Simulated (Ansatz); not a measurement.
# Resistivity from frozen vibrations: Ru(0001) with 2 thermally displaced layers, 2x2

How much do lattice vibrations at 180 K scatter the electrons of Ru? Layers with random displacements are laid between perfect leads, and the resistance is followed against their length.

Main program and level: Ansatz 0.2.0; Ansatz plane-wave DFT, PBE, PAW files; ballistic transport by layer matching (Landauer), zero bias; PAW set soft_1.

Report form: the programs' logs are mostly left out.

## 1. Set-up

The cell holds 48 atoms: 48 Ru. Its edges and angles: a = 5.412 Å, b = 5.412 Å, c = 25.691 Å, α = 90.0°, β = 90.0°, γ = 120.0°. It derives from Ru. Regions: lead, 40 atoms (40 Ru); scattering region, 8 atoms (8 Ru). The structure is stacked along c, and the current runs across the ab planes.

## 2. With 2 displaced layers

Each atom of 2 layers is moved at random, by amounts drawn from a normal law 0.0304 Å wide in each direction from the Debye model (600 K) at 180 K. The layers about the cell's end stay perfect and serve as the lead. Disorder leaves little or no symmetry, which makes such runs dear. Energies from -0.05 to 0.05 eV in steps of 0.05 eV are too few for the program's thermal sum, so it prints no conductance; for a metal the transmission near the Fermi level serves, at a fraction of the cost.

The input, input.yaml:

```yaml
crystal:
  lattice:
    - [5.4116, 0.0, 0.0]
    - [-2.7058, 4.6865830751, 0.0]
    - [0.0, 0.0, 25.6914]
  atoms:
    - { symbol: Ru, position: [0.1666666667, 0.3333333333, 0.0416666667] }
    - { symbol: Ru, position: [0.1666666667, 0.8333333333, 0.0416666667] }
    - { symbol: Ru, position: [0.6666666667, 0.3333333333, 0.0416666667] }
    - { symbol: Ru, position: [0.6666666667, 0.8333333333, 0.0416666667] }
    - { symbol: Ru, position: [0.3333333333, 0.1666666667, 0.125] }
    - { symbol: Ru, position: [0.3333333333, 0.6666666667, 0.125] }
    - { symbol: Ru, position: [0.8333333333, 0.1666666667, 0.125] }
    - { symbol: Ru, position: [0.8333333333, 0.6666666667, 0.125] }
[... 36 atom lines left out ...]
    - { symbol: Ru, position: [0.3333333333, 0.1666666667, 0.9583333333] }
    - { symbol: Ru, position: [0.3333333333, 0.6666666667, 0.9583333333] }
    - { symbol: Ru, position: [0.8333333333, 0.1666666667, 0.9583333333] }
    - { symbol: Ru, position: [0.8333333333, 0.6666666667, 0.9583333333] }
kpoints:
  mp_grid: { grid: [5, 5, 1] }
hamiltonian:
  xc: pbe
  pseudopotentials: { kind: paw, azcp: { folder: soft_1 } }
scf:
  occupations: { method: fermi_dirac, width: 0.1 }
output:
  transmission:
    leads: [[0, 8]]
    kmesh: [10, 10]
    e_range: [-0.05, 0.05]
    de: 0.05
  write_potential: true
  write_density: true
  volumetric_format: npy
```

Started as:

```
ansatz run input.yaml --threads 4 --pin off --max-ram 15360MiB --backend cpu --events-out ev --progress --plain --runs-dir out
```

Elapsed: 10 min, on 4 threads of Arm Neoverse V1, shared host; peak memory 6.4 GiB; 37 min of CPU time.

Numbers from this step:

```yaml
free_energy: -282179.2523 eV
energy_at_zero_smearing: -282178.4893 eV
fermi_energy: 23.34 eV
cell_area: 25.36 Å²
transmission_per_spin_nearest_the_fermi_level: 5.076
open_channels_per_spin_nearest_the_fermi_level: 5.16
step_of_the_lead_s_potential: 0.6 meV
```

Per spin. Table of transmission, zone mean by energy, zero at the Fermi level:

| energy (eV) | transmission, zone mean |
| --- | --- |
| -0.0500 | 5.09 |
| 0.0000 | 5.08 |
| 0.0500 | 5.46 |

Per spin. The open channels, zone mean, lead by energy, zero at the Fermi level:

| energy (eV) | open channels, zone mean, lead |
| --- | --- |
| -0.0500 | 5.16 |
| 0.0000 | 5.16 |
| 0.0500 | 5.64 |

Transmission over k1 and k2. At 0.0000 eV from the Fermi level.

Values, 10 rows by 10 columns:
```
 3.9  3.9  4.8  4.7  4.8  3.9  4.0  3.0  2.0  2.9
 3.0  4.9  5.0  5.0  5.0  5.0  4.9  3.0  2.0  2.0
 3.0  4.7  4.9  6.9  8.9  6.9  5.0  4.8  3.0  2.9
 3.9  4.8  4.9  8.9 11.9 11.9  8.9  5.0  4.9  3.9
 5.9  3.9  5.0  6.9 11.9 11.9 11.9  6.9  5.0  3.9
 3.9  3.9  4.9  5.0  8.9 11.9 11.9  8.9  4.9  4.8
 3.0  2.9  3.0  4.8  5.0  6.9  8.9  6.9  4.9  4.7
 3.0  2.0  2.0  3.0  4.9  5.0  5.0  5.0  5.0  4.9
 3.9  2.9  2.0  3.0  4.0  3.9  4.8  4.7  4.8  3.9
 5.9  3.9  3.0  3.0  4.0  5.9  4.0  3.0  3.0  3.9
```
Columns: k1 (b1) from -0.5 to 0.4; rows upwards: k2 (b2) from -0.5 to 0.4.

Open channels over k1 and k2. At 0.0000 eV from the Fermi level.

Ten even steps from '_' (2.0) to '@' (12.0):
```
::::------::::..__..
..------------..____
..----++##++----....
::----##@@@@##----::
==::--++@@@@@@++--::
::::----##@@@@##----
......----++##++----
..____..------------
::..__..::::------::
==::....::==::....::
```
Columns: k1 (b1) from -0.5 to 0.4; rows upwards: k2 (b2) from -0.5 to 0.4.

Over the solved energies the transmission per spin lies between 5.08 and 5.46, out of 5.32 channels of the lead on average (up to 5.64).

## 3. With 6 displaced layers

Each atom of 6 layers is moved at random, by amounts drawn from a normal law 0.0304 Å wide in each direction from the Debye model (600 K) at 180 K. A fresh draw is used; the growth of the resistance with length is what counts.

System of this step: Ru(0001) with 6 thermally displaced layers, 2x2. The cell holds 64 atoms: 64 Ru. Its edges and angles: a = 5.412 Å, b = 5.412 Å, c = 34.255 Å, α = 90.0°, β = 90.0°, γ = 120.0°. It derives from Ru. Regions: lead, 40 atoms (40 Ru); scattering region, 24 atoms (24 Ru). The structure is stacked along c, and the current runs across the ab planes.

The input, input.yaml:

```yaml
crystal:
  lattice:
    - [5.4116, 0.0, 0.0]
    - [-2.7058, 4.6865830751, 0.0]
    - [0.0, 0.0, 34.2552]
  atoms:
    - { symbol: Ru, position: [0.1666666667, 0.3333333333, 0.03125] }
    - { symbol: Ru, position: [0.1666666667, 0.8333333333, 0.03125] }
    - { symbol: Ru, position: [0.6666666667, 0.3333333333, 0.03125] }
    - { symbol: Ru, position: [0.6666666667, 0.8333333333, 0.03125] }
    - { symbol: Ru, position: [0.3333333333, 0.1666666667, 0.09375] }
    - { symbol: Ru, position: [0.3333333333, 0.6666666667, 0.09375] }
    - { symbol: Ru, position: [0.8333333333, 0.1666666667, 0.09375] }
    - { symbol: Ru, position: [0.8333333333, 0.6666666667, 0.09375] }
[... 52 atom lines left out ...]
    - { symbol: Ru, position: [0.3333333333, 0.1666666667, 0.96875] }
    - { symbol: Ru, position: [0.3333333333, 0.6666666667, 0.96875] }
    - { symbol: Ru, position: [0.8333333333, 0.1666666667, 0.96875] }
    - { symbol: Ru, position: [0.8333333333, 0.6666666667, 0.96875] }
kpoints:
  mp_grid: { grid: [5, 5, 1] }
hamiltonian:
  xc: pbe
  pseudopotentials: { kind: paw, azcp: { folder: soft_1 } }
scf:
  occupations: { method: fermi_dirac, width: 0.1 }
output:
  transmission:
    leads: [[0, 8]]
    kmesh: [10, 10]
    e_range: [-0.05, 0.05]
    de: 0.05
  write_potential: true
  write_density: true
  volumetric_format: npy
```

Elapsed: 17 min, on 4 threads; peak memory 10 GiB.

Numbers from this step:

* free energy: -376238.8596 eV
* energy at zero smearing: -376237.8185 eV
* Fermi energy: 23.37 eV
* transmission per spin nearest the Fermi level: 4.888
* open channels per spin nearest the Fermi level: 5.28
* step of the lead's potential: 3.9 meV

Per spin. Transmission, zone mean against energy, zero at the Fermi level:

| energy (eV) | transmission, zone mean |
| --- | --- |
| -0.0500 | 4.86 |
| 0.0000 | 4.89 |
| 0.0500 | 5.22 |

Over the solved energies the transmission per spin lies between 4.86 and 5.22, out of 5.5 channels of the lead on average (up to 6.06).

## 4. With 10 displaced layers

Each atom of 10 layers is moved at random, by amounts drawn from a normal law 0.0304 Å wide in each direction from the Debye model (600 K) at 180 K. A fresh draw is used; the growth of the resistance with length is what counts.

System of this step: Ru(0001) with 10 thermally displaced layers, 2x2. The cell holds 80 atoms: 80 Ru. Cell: a = 5.412 Å, b = 5.412 Å, c = 42.819 Å, α = 90.0°, β = 90.0°, γ = 120.0°. It derives from Ru. Regions: lead, 40 atoms (40 Ru); scattering region, 40 atoms (40 Ru). The structure is stacked along c, and the current runs across the ab planes.

The input, input.yaml:

```yaml
crystal:
  lattice:
    - [5.4116, 0.0, 0.0]
    - [-2.7058, 4.6865830751, 0.0]
    - [0.0, 0.0, 42.819]
  atoms:
    - { symbol: Ru, position: [0.1666666667, 0.3333333333, 0.025] }
    - { symbol: Ru, position: [0.1666666667, 0.8333333333, 0.025] }
    - { symbol: Ru, position: [0.6666666667, 0.3333333333, 0.025] }
    - { symbol: Ru, position: [0.6666666667, 0.8333333333, 0.025] }
    - { symbol: Ru, position: [0.3333333333, 0.1666666667, 0.075] }
    - { symbol: Ru, position: [0.3333333333, 0.6666666667, 0.075] }
    - { symbol: Ru, position: [0.8333333333, 0.1666666667, 0.075] }
    - { symbol: Ru, position: [0.8333333333, 0.6666666667, 0.075] }
[... 68 atom lines left out ...]
    - { symbol: Ru, position: [0.3333333333, 0.1666666667, 0.975] }
    - { symbol: Ru, position: [0.3333333333, 0.6666666667, 0.975] }
    - { symbol: Ru, position: [0.8333333333, 0.1666666667, 0.975] }
    - { symbol: Ru, position: [0.8333333333, 0.6666666667, 0.975] }
kpoints:
  mp_grid: { grid: [5, 5, 1] }
hamiltonian:
  xc: pbe
  pseudopotentials: { kind: paw, azcp: { folder: soft_1 } }
scf:
  occupations: { method: fermi_dirac, width: 0.1 }
output:
  transmission:
    leads: [[0, 8]]
    kmesh: [10, 10]
    e_range: [-0.05, 0.05]
    de: 0.05
  write_potential: true
  write_density: true
  volumetric_format: npy
```

Wall time 29 min (4 threads); peak memory 8.4 GiB; 1.8 h of CPU time.

This step gave:

| Item | Value |
| --- | --- |
| free energy | -470298.4078 eV |
| energy at zero smearing | -470297.1276 eV |
| Fermi energy | 23.36 eV |
| transmission per spin nearest the Fermi level | 4.632 |
| step of the lead's potential | 2.6 meV |

Per spin. The transmission, zone mean by energy, zero at the Fermi level:

| energy (eV) | transmission, zone mean |
| --- | --- |
| -0.0500 | 4.64 |
| 0.0000 | 4.63 |
| 0.0500 | 4.87 |

Over the solved energies the transmission per spin lies between 4.63 and 4.87, out of 5.44 channels of the lead on average (up to 5.88).

## 5. Resistance against length

This step: Ansatz plane-wave DFT, PBE, PAW files; ballistic transport by layer matching (Landauer), zero bias; resistivity from the slope of the area resistance; PAW set soft_1 (Ansatz 0.2.0).

Numbers from this step:

```yaml
resistivity: 4.659 µΩ cm
intercept: -0.004447 fΩ m²
scatter_about_the_fit: 0.003722 fΩ m²
```

Resistance, by row:

| run | length (Å) | T | channels N | RA (fΩ m²) |
| --- | --- | --- | --- | --- |
| n2 | 4.282 | 5.211 | 5.32 | 0.01287 |
| n6 | 12.85 | 4.991 | 5.5 | 0.06066 |
| n10 | 21.41 | 4.714 | 5.44 | 0.09266 |

The area resistance by length of the displaced region:

| length of the displaced region (Å) | area resistance (fΩ m²) |
| --- | --- |
| 4.28 | 0.0129 |
| 12.85 | 0.0607 |
| 21.41 | 0.0927 |

The area resistance goes from 0.013 to 0.093 fΩ m² between 4.3 and 21.4 Å, a slope of 4.7 µΩ cm.

By hand from the end points: (0.09266 − 0.01287) fΩ m² / (21.41 − 4.28) Å = 4.7 µΩ cm, since 1 fΩ m² per Å is 1000 µΩ cm.

## 6. Outcome

| Property | Result |
| --- | --- |
| resistivity from the slope | 4.66 µΩ cm |
| area resistance over 4.28 Å | 0.0129 fΩ m² |
| area resistance over 12.8 Å | 0.0607 fΩ m² |
| area resistance over 21.4 Å | 0.0927 fΩ m² |

**Reading.** The slope gives 4.7 µΩ cm. The points scatter by 0.0037 fΩ m² about the line, with one random draw a length in a 2x2 cell, so the slope is a rough value. The mean square of the displacements drawn is 0.69, 0.93 and 0.79 of the nominal one at the three lengths; with each resistance scaled back by that, the slope is 5.7 µΩ cm, the value used below. The lead's own channel count moves between the runs (5.32, 5.5 and 5.44), which shifts RA and the slope too. Read with a model of isotropic scattering on a spherical Fermi surface and the lead's 1.6×10¹⁵ S/m², this slope means a mean free path near 93 Å; over these lengths the model's slope is 1.15 times its bulk resistivity, which would be 5.0 µΩ cm. This far under the Debye temperature the model doesn't describe a real metal: frozen displacements count zero-point motion as scattering and turn electrons through all angles, while in the metal the short-wave phonons freeze out.

[Logs are printed without paths, hosts, clocks, repeated set-up lines and the standing remarks that a program may print on its own settings, such as how far it seeks lower states.]

[Hosts, paths, dates, database ids (printed as entryN), source tags and the programs' standing remarks are cut or masked in the printed files.]
